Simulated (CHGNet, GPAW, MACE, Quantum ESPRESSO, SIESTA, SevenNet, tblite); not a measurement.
# Running void in BiTe (58 atoms) with tblite

Wanted: tblite inputs and outputs for void in BiTe (58 atoms), checked against a plane-wave reference.

Program: tblite 0.8.0. Level of theory: the method is named at each step. Results are calculated unless marked as measured.

## 1. Set-up

The cell holds 58 atoms: 29 Bi and 29 Te. Cell: a = 12.940 Å, b = 12.940 Å, c = 12.940 Å, α = 90.0°, β = 90.0°, γ = 90.0°. It derives from BiTe (rock-salt), repeated 2×2×2. Rock-salt BiTe (a = 6.47 Å), 2 x 2 x 2 conventional cells, the 3 Bi, 3 Te nearest the centre removed; not relaxed, displaced by a Gaussian of 0.02 Å. Then every atom was moved at random, 0.02 Å r.m.s. a Cartesian component. Nearest the centre at fractional (0.506, 0.532, 0.500): Te54 at 3.27 Å, Te26 at 3.31 Å, Te48 at 3.63 Å, Bi51 at 4.26 Å, Bi31 at 4.38 Å, Bi53 at 4.52 Å, Bi58 at 4.58 Å, Bi29 at 4.64 Å.

The yardstick, on the same geometry:

- method: Kohn-Sham DFT, PBE, SSSP efficiency 1.3.0 pseudopotentials, plane waves (Quantum ESPRESSO 7.5); sssp-pbe-1.3.0-efficiency, cutoffs 45/360 Ry, Γ point
- r.m.s. force component: 0.2304 eV/Å
- longest force: 0.9105 eV/Å
- pressure: 0.111 GPa
- time: 5.4 min on 4 MPI ranks of Arm Neoverse V1, shared host
- CPU time: 21 min

## 2. GFN1-xTB

Method: GFN1-xTB tight binding, diagonalisation.

File run.py:

```python
import numpy as np
from ase.io import read
from tblite.ase import TBLite

atoms = read("structure.xyz")
atoms.calc = TBLite(method="GFN1-xTB", electronic_temperature=580, accuracy=1.0, max_iterations=250, mixer_damping=0.1, verbosity=1)
energy = atoms.get_potential_energy()
forces = atoms.get_forces()
print(f"energy {energy:.6f} eV")
print("forces (eV/A)")
for i, (a, f) in enumerate(zip(atoms, forces)):
    print(f"{i:4d} {a.symbol:2s} {f[0]:10.5f} {f[1]:10.5f} {f[2]:10.5f}")
stress = -atoms.get_stress(voigt=False) * 160.21766
print("stress (GPa, compression positive)")
for row in stress:
    print(" ".join(f"{x:10.4f}" for x in row))
print("charges (e)")
print(np.array2string(atoms.get_charges(), precision=4, suppress_small=True, max_line_width=110, threshold=100000))
```

File structure.xyz:

```xyz
58
Lattice="12.94000 0.00000 0.00000 0.00000 12.94000 0.00000 0.00000 0.00000 12.94000" Properties=species:S:1:pos:R:3 pbc="T T T"
Bi 0.01876 12.92111 12.89807
Te 3.25532 12.90519 12.91878
Bi 12.90933 3.23358 3.21908
Te 3.23798 3.21973 3.23681
Bi 3.23189 12.92848 3.26295
Te 0.00285 12.92926 3.21132
Bi 3.20136 3.22918 12.90467
Te 0.04335 3.23487 12.91063
Bi 0.04464 12.92900 6.45395
Te 3.24458 0.01022 6.50766
Bi 0.02252 3.21908 9.70319
Te 3.23681 3.28443 9.68352
Bi 3.22154 12.86508 9.64263
Te 0.00129 0.02394 9.67886
Bi 3.26580 3.25169 6.51141
Te 0.02769 3.23707 6.41746
Bi 12.88436 6.46702 0.01669
Te 3.23254 6.48863 0.05732
Bi 0.01760 9.68197 3.22012
Te 3.21934 9.73916 3.22879
Bi 3.20796 6.46366 3.24496
Te 0.02899 6.49433 3.29478
Bi 3.23409 9.74589 0.00311
Te 0.02161 9.71639 12.90312
Bi 12.91994 6.49355 6.46974
Te 3.25842 6.46715 6.46081
Bi 12.88138 9.71005 9.70604
Te 3.22995 9.67666 9.75689
Bi 3.21313 6.47427 9.67511
Te 12.93094 6.52008 9.70539
Bi 3.21908 9.74046 6.46702
Te 0.00453 9.70099 6.48566
Bi 6.49743 0.00052 12.92900
Te 9.62956 0.00142 0.00091
Bi 6.48760 3.23888 3.22322
Te 9.70176 3.20796 3.23552
Bi 9.66890 12.90584 3.25984
Te 6.41733 0.03636 3.23992
Bi 9.74486 3.20369 12.91334
Te 6.47116 3.24367 12.91257
Bi 6.45421 12.93625 6.46547
Te 9.71522 0.06612 6.47725
Bi 6.45926 3.25583 9.71160
Te 9.75236 3.28754 9.73308
Bi 9.67110 0.03546 9.73088
Te 6.47828 12.91490 9.68352
Bi 9.72299 3.24988 6.44930
Te 6.50947 3.25687 6.50377
Bi 6.42691 6.48592 12.89147
Te 9.66165 6.48488 12.91710
Bi 6.40853 9.67343 3.24949
Te 9.72312 9.74356 3.23772
Bi 9.71445 6.47181 3.26916
Te 6.52810 6.45706 3.23448
Bi 9.70811 9.76362 0.05254
Te 6.44399 9.67537 12.90092
Te 9.71496 9.76025 9.70267
Bi 9.73657 6.47712 9.73023
```

Run with:

```console
$ OMP_NUM_THREADS=1 python run.py > output.txt
```

The program printed:

```text
------------------------------------------------------------
  cycle        total energy    energy error   density error
------------------------------------------------------------
      1     -171.6034148923  -1.7107903E+02   8.0572553E-01
      2     -173.4941237177  -1.8907088E+00   5.8468420E-01
      3     -174.8131688605  -1.3190451E+00   2.1183502E-01
      4     -175.5362646014  -7.2309574E-01   5.3231122E-02
      5     -175.5646299573  -2.8365356E-02   5.1619836E-02
      6     -175.5641913186   4.3863869E-04   2.2942456E-02
      7     -175.5735105186  -9.3192000E-03   1.3087257E-02
      8     -175.5748894916  -1.3789730E-03   1.5039778E-02
      9     -175.5748339408   5.5550785E-05   1.0210362E-02
     10     -175.5752138200  -3.7987915E-04   4.0013695E-03
     11     -175.5753750373  -1.6121732E-04   1.6979921E-03
     12     -175.5753980094  -2.2972093E-05   9.9819762E-04
     13     -175.5754048510  -6.8415929E-06   8.7290729E-04
     14     -175.5753990811   5.7699091E-06   1.2722636E-03
     15     -175.5754052274  -6.1462946E-06   7.0015212E-04
     16     -175.5754057978  -5.7048362E-07   3.5188914E-04
     17     -175.5754068878  -1.0899330E-06   9.9997910E-05
     18     -175.5754069194  -3.1661131E-08   1.0286662E-04
     19     -175.5754070044  -8.4919861E-08   4.4330661E-05
     20     -175.5754070209  -1.6581794E-08   6.1559039E-06
------------------------------------------------------------
 total:                                   1.262 sec
energy -4777.650177 eV
forces (eV/A)
   0 Bi    0.33492   -0.10797    0.08718
   1 Te   -0.34886   -0.04923    0.03885
   2 Bi    0.15117   -0.14564    0.35015
   3 Te   -0.00292    0.10018   -0.10761
   4 Bi   -0.01684    0.15170   -0.19559
   5 Te   -0.14043    0.01997    0.00728
   6 Bi    0.09627    0.18482    0.23406
   7 Te   -0.00447    0.09264   -0.27084
   8 Bi    0.01713    0.30589    0.00446
   9 Te   -0.09547   -0.04189   -0.02686
  10 Bi   -0.09814   -0.35021    0.06961
  11 Te   -0.00681    0.26302   -0.17710
  12 Bi   -0.26813   -0.41358    0.20629
  13 Te    0.16196    0.14922   -0.14161
  14 Bi   -0.21998    0.02907   -0.02283
  15 Te    0.07670   -0.12920   -0.06826
  16 Bi    0.22847    0.10397    0.08944
  17 Te    0.05180   -0.14161    0.24282
  18 Bi   -0.13077    0.12424   -0.07009
  19 Te    0.03468   -0.12996    0.04630
  20 Bi   -0.37517   -0.16948   -0.48784
  21 Te    0.39386    0.07238   -0.05037
  22 Bi   -0.06631    0.03699   -0.16153
  23 Te   -0.06862   -0.11145    0.13723
[...]
50 Bi    0.07147    0.15746   -1.91513
  51 Te   -0.01387   -0.03100   -1.17553
  52 Bi   -0.29728   -0.10842   -0.66745
  53 Te    0.39169    0.17157   -1.86677
  54 Bi    0.13442    0.16129   -0.20724
  55 Te   -0.06494    0.03543    2.07344
  56 Te    1.41125    0.51922    1.28128
  57 Bi    0.72022   -0.39947    0.91753
stress (GPa, compression positive)
   -7.8772    -0.0274     0.0636
   -0.0274    -7.7403    -0.0166
    0.0636    -0.0166    -7.7931
charges (e)
[ 0.4182 -0.4201  0.433  -0.4321  0.4283 -0.4312  0.4345 -0.4149  0.4151 -0.4108  0.4124 -0.4226  0.4297
 -0.4182  0.4189 -0.4476  0.3917 -0.4394  0.4228 -0.429   0.4352 -0.4113  0.4433 -0.4233  0.3681 -0.3637
  0.4431 -0.4196  0.3481 -0.3472  0.3737 -0.3421  0.424  -0.4036  0.4276 -0.4278  0.4392 -0.4387  0.4117
 -0.4481  0.3842 -0.341   0.3659 -0.4457  0.4447 -0.3464  0.3746 -0.3708  0.3803 -0.3562  0.376  -0.4123
  0.322  -0.3589  0.4313 -0.3467 -0.4015  0.273 ]
```

Wall time 1.9 s (1 thread of Arm Neoverse V1, shared host); peak memory 0.11 GiB.

Banners, paths, timers and routine set-up lines are dropped from the logs unmarked, and long logs keep their key lines alone; longer cuts are marked.

Numbers from this run, and their distance from the reference:

```
r.m.s. force component                  : 0.5977 eV/Å
r.m.s. difference of force components   : 407.8 meV/Å
longest difference of force vectors     : 1396 meV/Å
force difference over r.m.s. force      : 177 %
slope of forces against the reference's : 2.299
correlation of force components         : 0.8861
pressure                                : -7.803 GPa
pressure difference                     : -7.915 GPa
```

Length of the force difference by element (eV/Å):

| element | atoms | mean | most |
| --- | --- | --- | --- |
| Bi | 29 | 0.58 | 1.4 |
| Te | 29 | 0.54 | 1.2 |

Local excerpt of 9 atoms (numbers count through the whole input) about Te32, which bears the longest force; x, y, z are measured from there.

| atom | x | y | z | distance (Å) | bonds | Mulliken charge (e) | Fx | Fy | Fz (eV/Å) |
| --- | --- | --- | --- | --- | --- | --- | --- | --- | --- |
| Te32 | 0.00 | 0.00 | 0.00 | 0.00 | 5 | -0.34 | 2.07 | 0.07 | -0.22 |
| Bi25 | -0.02 | -3.21 | -0.02 | 3.21 | 5 | 0.37 | 1.53 | -0.33 | -0.32 |
| Bi31 | 3.21 | 0.04 | -0.02 | 3.21 | 5 | 0.37 | -1.89 | 0.10 | 0.12 |
| Bi27 | -0.06 | 0.01 | 3.22 | 3.22 | 6 | 0.44 | -0.34 | 0.25 | 0.20 |
| Bi9 | 0.04 | 3.23 | -0.03 | 3.23 | 6 | 0.42 | 0.02 | 0.31 | 0.00 |
| Bi19 | 0.01 | -0.02 | -3.27 | 3.27 | 6 | 0.42 | -0.13 | 0.12 | -0.07 |
| Te22 | 0.02 | -3.21 | -3.19 | 4.52 | 6 | -0.41 | 0.39 | 0.07 | -0.05 |
| Te30 | -0.01 | -3.18 | 3.22 | 4.53 | 6 | -0.35 | -0.09 | -0.14 | 0.21 |
| Te57 | -3.23 | 0.06 | 3.22 | 4.56 | 4 | -0.40 | 1.41 | 0.52 | 1.28 |

Atoms are counted from 1 here, from 0 in the log.

Forces lie 177 % from the reference's, at 0.0015 times its CPU time (on 1 against 4 cores).

## 3. Summary of results

```
force difference from the reference : tblite GFN1-xTB, 177 %
its CPU time                        : 1.9 s
```

**Reading.** Tight binding differs by 177 % (tblite GFN1-xTB); it is another model, with fitted parameters of its own, and the xTB methods hold dispersion. One electronic-structure run takes under half the reference's CPU time: tblite GFN1-xTB, at 177 % in 1.9 s against 21 min, too far off to be of use; its pressure misses by -7.9 GPa. Periodic xTB results under one method name differ between programs and library versions. The reference's pressure holds the uncorrected Pulay stress of its 45 Ry basis, so small pressure differences, and their order, may be the reference's own error. The electron count is odd in QE PBE, sssp-1.3.0-efficiency, 45/360 Ry, and they have no spin polarisation, so the unpaired electron is spread evenly over both spins. The runs have no spin polarisation, so any moments at edges, vacancies or dangling bonds can't form. The electronic-structure runs sample only Γ, in a cell whose shortest periodic width is 13 Å, which is coarse for a cell with partly filled levels. Spin–orbit coupling is left out, which matters for the levels of the heavy elements.

[Also dropped from logs without a mark: logging warnings of Python, and SIESTA's first energy breakdown and zero terms.]

[Logs are printed without paths, hosts, clocks, repeated set-up lines and the standing remarks that a program may print on its own settings, such as how far it seeks lower states.]

[Hosts, paths, dates, database ids (printed as entryN), source tags and the programs' standing remarks are cut or masked in the printed files.]
